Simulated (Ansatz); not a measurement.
# Phonon transport in Sr3Y (hypothetical, Fm-3m), part 2 of 3

How well does the lattice of Sr3Y (hypothetical) conduct heat? The crystal structure is hypothetical: it was made by swapping elements on a known structure type.

Ansatz 0.2.0; DFT r2SCAN, scalar-relativistic, plane waves, PAW; PAW set soft_1.

So far. Step 2 (Probe on a coarse mesh): The start is under 0.37 GPa at this level and looks like a metal on this mesh. Step 4 (Relaxing to small residual forces and stress): The residual pressure is 6.7e-6 GPa, small enough for phonons. The relaxed cell has a = 9.077 Å (conventional setting).

### 5. Stability check by linear response

Third-order constants cost many supercell runs, so a linear-response run first checks that the crystal is harmonically stable.

input.yaml reads:

```yaml
crystal:
  lattice:
    - [0.0, 4.5384873077, 4.5384873077]
    - [4.5384873077, 0.0, 4.5384873077]
    - [4.5384873077, 4.5384873077, 0.0]
  atoms:
    - { symbol: Sr, position: [0.25, 0.25, 0.25] }
    - { symbol: Sr, position: [0.5, 0.5, 0.5] }
    - { symbol: Sr, position: [0.75, 0.75, 0.75] }
    - { symbol: "Y", position: [0.0, 0.0, 0.0] }
kpoints:
  mp_grid: { grid: [8, 8, 8] }
hamiltonian:
  xc: r2scan
  pseudopotentials: { kind: paw, azcp: { folder: soft_1 } }
scf:
  occupations: { method: methfessel_paxton, width: 0.2 }
  lower_state_search: "off"
output:
  eigenvalues: true
phonons:
  method: dfpt
  qmesh: [2, 2, 2]
  temperatures: { t_max: 1000, t_step: 50 }
  qpath:
    path:
      - [[0.0, 0.0, 0.0], [0.5, 0.0, 0.5], [0.5, 0.25, 0.75], [0.375, 0.375, 0.75], [0.0, 0.0, 0.0], [0.5, 0.5, 0.5], [0.625, 0.25, 0.625], [0.5, 0.25, 0.75], [0.5, 0.5, 0.5], [0.375, 0.375, 0.75]]
      - [[0.625, 0.25, 0.625], [0.5, 0.0, 0.5]]
    npoints: 10
```

Launch:

```console
$ ansatz run input.yaml --threads 18 --pin off --max-ram 92160MiB --backend cuda --events-out ev --progress --plain --runs-dir out --max-vram 78GiB
```

Numbers of over 12 decimals in the logs are rounded to 6 here.

Output:

```text
[...]
Crystal: 4 atoms, lattice volume = 186.966 Å³
Basis set: ecut = 500 eV, 4693 PW (Γ), exchange–correlation on 240×240×240 points (125 copies of the dense FFT grid, shifted against one another)
Bands: 25, of which v1, the nominal top of the filled ones, is band 21 counted from 1 (20 counted from 0)
Symmetry: 48 space group operations
k-points: 95 of 512 (irreducible under 4 space group operations, time reversal used)
[...]
SCF iter   1: F=—  HF=-14524.336929 eV  |F-HF|=—  |Δ(HF+E_count)|=         —  Δρ=1.50e-2  dr2=1.28e0  dr2_τ=4.56e-2  ethr=3.10e-3  ⟨swp⟩=9.9  Hψ=29401  notcnv=0
[...]
SCF iter   6: F=—  HF=-14524.328226 eV  |F-HF|=—  |Δ(HF+E_count)|=   3.91e-4  S|Δr|=    0.00e0  Δρ=8.11e-5  dr2=1.70e-5  dr2_τ=1.77e-6  ethr=1.75e-6  ⟨swp⟩=2.3  Hψ=4010  notcnv=0
[...]
SCF iter   9: F=—  HF=-14524.328155 eV  |F-HF|=—  |Δ(HF+E_count)|=   3.01e-9  S|Δr|=    0.00e0  Δρ=8.09e-7  dr2=2.56e-9  dr2_τ=1.34e-10  ethr=8.38e-11  ⟨swp⟩=3.2  Hψ=5461  notcnv=0
[...]
SCF iter  11: F=-14524.328155 eV  HF=-14524.328155 eV  |F-HF|=1.82e-12  |Δ(HF+E_count)|=  1.82e-12  S|Δr|=    0.00e0  Δρ=4.80e-8  dr2=7.27e-12  dr2_τ=4.92e-13  ethr=1.00e-12  ⟨swp⟩=9.5  Hψ=22694  notcnv=0
SCF 1 converged in 11 iterations: F = -14524.328155 eV  dr2 = 7.27e-12
[...]
phonons: the bands overlap, so this run is a metal and interpolates without the dipole-dipole term. If the crystal is really an insulator or semiconductor, its LO-TO splitting is missing
[...]
DFPT response loops at Γ: preconditioner auto → Kerker (q_TF=auto, 2.119 Å⁻¹) (partly filled bands, converged f_vac=0.000); β = 1.00, the filter's whole step (`scf.mixing.beta` (0.50) is not read by the response loops under this deck's `scf.mixing.preconditioner`; to damp them name `kerker` or `kerker_dos`, under which they read `scf.mixing.beta`, and type it under 1.00, their step now; both keys bind the ground state too); Broyden in place of MSR1
[...]
NSCF: frozen V_eff on 29 k-points, pencils in batches of 32, up to order 116
WARN: eigensolver did not converge in 7 slots of this pass, the one above among them; of largest residual over every band (k=7): 1 band(s) unlocked (lowest unlocked band 28, counted from 0; max residual 1.10e-4 eV among the unlocked bands, 1.10e-4 eV over every band); of lowest unlocked band (k=7): band 28
[...]
NSCF: frozen V_eff on 300 k-points
[...]
SCF converged after 11 iterations
[...]
Free energy (F): -14524.328155 eV
[...]
Internal energy: -14524.344961 eV  (E = F + TS)
E sigma→0 (E₀):  -14524.332357 eV
Entropy (-TS):   0.016806 eV (4.201 meV/atom)
Fermi energy:    6.271413 eV
[...]
--- Band table (eV; the first three rows and the last of 95) ---
  k-point 0: bands = [... 17 lower, 5.6886, 5.6886, 6.4074, 6.4074, 6.4074, 6.6101, 6.6101, 6.6101, ... 4 higher]
  k-point 1: bands = [... 17 lower, 5.7373, 5.7373, 6.1566, 6.4141, 6.4141, 6.4784, 6.6367, 6.6367, ... 4 higher]
  k-point 2: bands = [... 17 lower, 5.4724, 5.8676, 5.8676, 6.3620, 6.4113, 6.4113, 6.7350, 6.7350, ... 4 higher]
  k-point 94: bands = [... 17 lower, 4.7581, 4.7581, 4.7968, 6.5954, 6.7442, 6.8328, 6.8328, 7.2602, ... 4 higher]
--- Phonons (Γ-DFPT): 3 representative perturbations + reference, on 95 of 512 k-points (Σ response iterations 21) ---
  k mesh reduced under 4 symmetry operations, with k and −k counted as one. Each operation leaves every solved perturbation unchanged. A smaller set is not considered because the functional reads the kinetic-energy density
  ASR residual: 9.907e-5 → 0.000e0 eV/Å²; symmetrization residual: 8.328e-6 eV/Å²
  ASR residual per site (eV/Å²): 9.10e-7 8.91e-5 9.10e-7 9.91e-5
  Γ frequencies (cm⁻¹): 0.00 0.00 0.00 82.46 82.46 82.46 91.50 91.50 91.50 117.30 117.30 117.30
--- Phonons (arbitrary-q DFPT): 3 irreducible q on the 2×2×2 mesh ---
  q = [0.0000, 0.0000, 0.0000] (star 1, of the zone-centre solve; hermiticity 6.77e-6, symmetrization 5.27e-9): 0.00 0.00 0.00 82.46 82.46 82.46 91.50 91.50 91.50 117.30 117.30 117.30
  q = [0.0000, 0.0000, -0.5000] (star 4, 3 solved perturbations on 150 of 512 k-point pairs; hermiticity 2.07e-5, symmetrization 8.87e-13): 49.70 49.70 53.98 57.58 57.58 59.75 91.17 99.12 102.36 102.36 108.07 108.07
  q = [0.0000, -0.5000, -0.5000] (star 3, 6 solved perturbations in 462 linear systems a pass and spin channel, the states on 95 of 512 k-point pairs; hermiticity 1.77e-5, symmetrization 3.11e-12): 42.64 42.64 67.34 77.78 77.78 79.03 80.07 80.07 81.66 85.20 108.58 108.58
  sum rule: each row above includes the acoustic sum rule's correction from the zone centre's row sums; it moved no ω² by more than (0.55 cm⁻¹)²
  mesh force constants: q→R imaginary residual 2.12e-17; ASR residual 9.907e-5 → 0.000e0 eV/Å²; symmetrization residual 2.220e-15 eV/Å²
  interpolated dispersion: 102 rows × 12 modes
  density of states and harmonic sums: on the 12×12×12 q-mesh, interpolated from the force constants of a 2×2×2 supercell (no non-analytic term)
  largest difference from the sums on the solved wave vectors: F 1.15e-1 eV, S 1.47e-4 and C_V 3.22e-5 eV/K
  zero-point energy: 0.057926 eV/cell   skipped modes (ω ≤ 0): 3   left out of the sums: 1.45e-4 of the cell's modes: C_V's classical limit lies that fraction below 3 k_B per atom; for a crystal, a wire or a layer, F and S can be off by more, and a phonons.interpolated_qmesh denser along its periods is the remedy for the sampling
```

The job ended after 69 s (1 × NVIDIA GB200 with 18 threads of Arm Neoverse V2, shared host; peak memory 7 GiB).

This step gave:

* lowest frequency on the path: 0 cm⁻¹
* zero-point energy: 0.05793 eV/cell
* point group: m-3m
* highest frequency: 117.3 cm⁻¹
* Debye temperature from the second moment: 152 K

No LO-TO term. The phonon branches at the labelled points (cm⁻¹):

| point | branch 1 | branch 2 | branch 3 | branch 4 | branch 9 | branch 10 | branch 11 | branch 12 |
| --- | --- | --- | --- | --- | --- | --- | --- | --- |
| Γ | 0 | 0 | 0 | 82 | 92 | 117 | 117 | 117 |
| halfway | 43 | 46 | 46 | 58 | 102 | 104 | 108 | 108 |
| X | 43 | 43 | 67 | 78 | 82 | 85 | 109 | 109 |
| halfway | 43 | 44 | 56 | 67 | 90 | 93 | 107 | 108 |
| W | 46 | 46 | 48 | 59 | 98 | 100 | 100 | 107 |
| halfway | 41 | 49 | 49 | 61 | 96 | 96 | 104 | 108 |
| K | 39 | 50 | 50 | 63 | 94 | 95 | 104 | 110 |
| halfway | 24 | 47 | 55 | 57 | 101 | 106 | 107 | 114 |
| Γ | 0 | 0 | 0 | 82 | 92 | 117 | 117 | 117 |
| halfway | 29 | 29 | 55 | 58 | 98 | 105 | 113 | 113 |
| L | 50 | 50 | 54 | 58 | 102 | 102 | 108 | 108 |
| halfway | 41 | 43 | 54 | 61 | 95 | 100 | 107 | 110 |
| U | 39 | 50 | 50 | 63 | 94 | 95 | 104 | 110 |
| halfway | 41 | 49 | 49 | 61 | 96 | 96 | 104 | 108 |
| W | 46 | 46 | 48 | 59 | 98 | 100 | 100 | 107 |
| halfway | 41 | 42 | 54 | 61 | 93 | 100 | 107 | 109 |
| L | 50 | 50 | 54 | 58 | 102 | 102 | 108 | 108 |
| halfway | 41 | 43 | 54 | 61 | 95 | 100 | 107 | 110 |
| K | 39 | 50 | 50 | 63 | 94 | 95 | 104 | 110 |
| jump to U | 39 | 50 | 50 | 63 | 94 | 95 | 104 | 110 |
| halfway | 42 | 44 | 60 | 71 | 87 | 90 | 107 | 109 |
| X | 43 | 43 | 67 | 78 | 82 | 85 | 109 | 109 |

The phonon density of states has structure finer than the step of the table below, so its rows give means over 5 cm⁻¹, whole bins alone (the curve runs from 0.5 to 118 cm⁻¹). Peaks (cm⁻¹: height): 44.5: 0.253, 52.5: 0.245, 61.5: 0.157, 83.5: 0.212, 101.5: 0.260, 105.5: 0.315, 108.5: 0.424.

Tetrahedra on 12 12 12, mean over bins of 1 cm⁻¹. Phonon density of states against wavenumber; means over each step:

| wavenumber (cm⁻¹) | phonon density of states (1/cm⁻¹/cell) |
| --- | --- |
| 5 | 2.6e-4 |
| 10 | 0.00155 |
| 15 | 0.00452 |
| 20 | 0.00923 |
| 25 | 0.0156 |
| 30 | 0.0262 |
| 35 | 0.0455 |
| 40 | 0.0974 |
| 45 | 0.190 |
| 50 | 0.148 |
| 55 | 0.0629 |
| 60 | 0.119 |
| 65 | 0.111 |
| 70 | 0.112 |
| 75 | 0.127 |
| 80 | 0.152 |
| 85 | 0.190 |
| 90 | 0.169 |
| 95 | 0.135 |
| 100 | 0.186 |
| 105 | 0.210 |
| 110 | 0.248 |
| 115 | 0.0401 |

Lowest modes at the softest wavevector of the mesh; phase exp(i q.(R + tau)). Modes at q = (0.000, 0.500, 0.500), with each element's share of the kinetic energy:

| mode | frequency (cm⁻¹) | Sr % | Y % |
| --- | --- | --- | --- |
| 1 | 42.6 | 80 | 20 |
| 2 | 42.6 | 80 | 20 |
| 3 | 67.3 | 45 | 55 |
| 4 | 77.8 | 100 | 0 |
| 5 | 77.8 | 100 | 0 |
| 6 | 79.0 | 100 | 0 |

Displacements in mode 1 (42.6 cm⁻¹), the largest set to 1, in the home cell (x, y, z of the real part, then of the imaginary part):
```
Sr1  0.00 -0.73  0.17  0.00  0.00  0.02
Sr2  0.00  0.23 -1.00  0.00  0.03  0.01
Sr3  0.00 -0.73  0.17  0.00  0.00  0.02
Y4   0.00  0.16 -0.72  0.00  0.02  0.00
```

Displacements in mode 5 (77.8 cm⁻¹), the largest set to 1, in the home cell:
```
Sr1  0.00 -0.34  1.00
Sr2  0.00  0.00  0.00
Sr3  0.00  0.34 -1.00
Y4   0.00  0.00  0.00
```

Harmonic. Thermo, by row:

| T (K) | F_vib (meV/atom) | S (J/mol-atom/K) | C_V (J/mol-atom/K) |
| --- | --- | --- | --- |
| 0 | 14.48 | 0 | 0 |
| 50 | 12.46 | 11.21 | 16.57 |
| 100 | 2.84 | 24.98 | 22.31 |
| 150 | -12.67 | 34.35 | 23.71 |
| 200 | -32.34 | 41.25 | 24.24 |
| 250 | -55.17 | 46.69 | 24.49 |
| 300 | -80.56 | 51.17 | 24.62 |
| 350 | -108.1 | 54.97 | 24.71 |
| 400 | -137.4 | 58.27 | 24.76 |
| 450 | -168.4 | 61.19 | 24.8 |
| 500 | -200.8 | 63.81 | 24.83 |
| 550 | -234.5 | 66.17 | 24.84 |
| 600 | -269.4 | 68.34 | 24.86 |
| 650 | -305.3 | 70.33 | 24.87 |
| 700 | -342.2 | 72.17 | 24.88 |
| 750 | -380.1 | 73.89 | 24.89 |
| 800 | -418.8 | 75.49 | 24.89 |
| 850 | -458.3 | 77 | 24.9 |
| 900 | -498.6 | 78.43 | 24.9 |
| 950 | -539.6 | 79.77 | 24.91 |
| 1000 | -581.2 | 81.05 | 24.91 |

No mode is imaginary beyond numerical noise at the solved wavevectors.

(Continued in part 3 of 3.)

[Logs are printed without paths, hosts, clocks, repeated set-up lines and the standing remarks that a program may print on its own settings, such as how far it seeks lower states.]

[Hosts, paths, dates, database ids (printed as entryN), source tags and the programs' standing remarks are cut or masked in the printed files.]

[A step with changed settings may run another functional than the one named; its input shows which.]
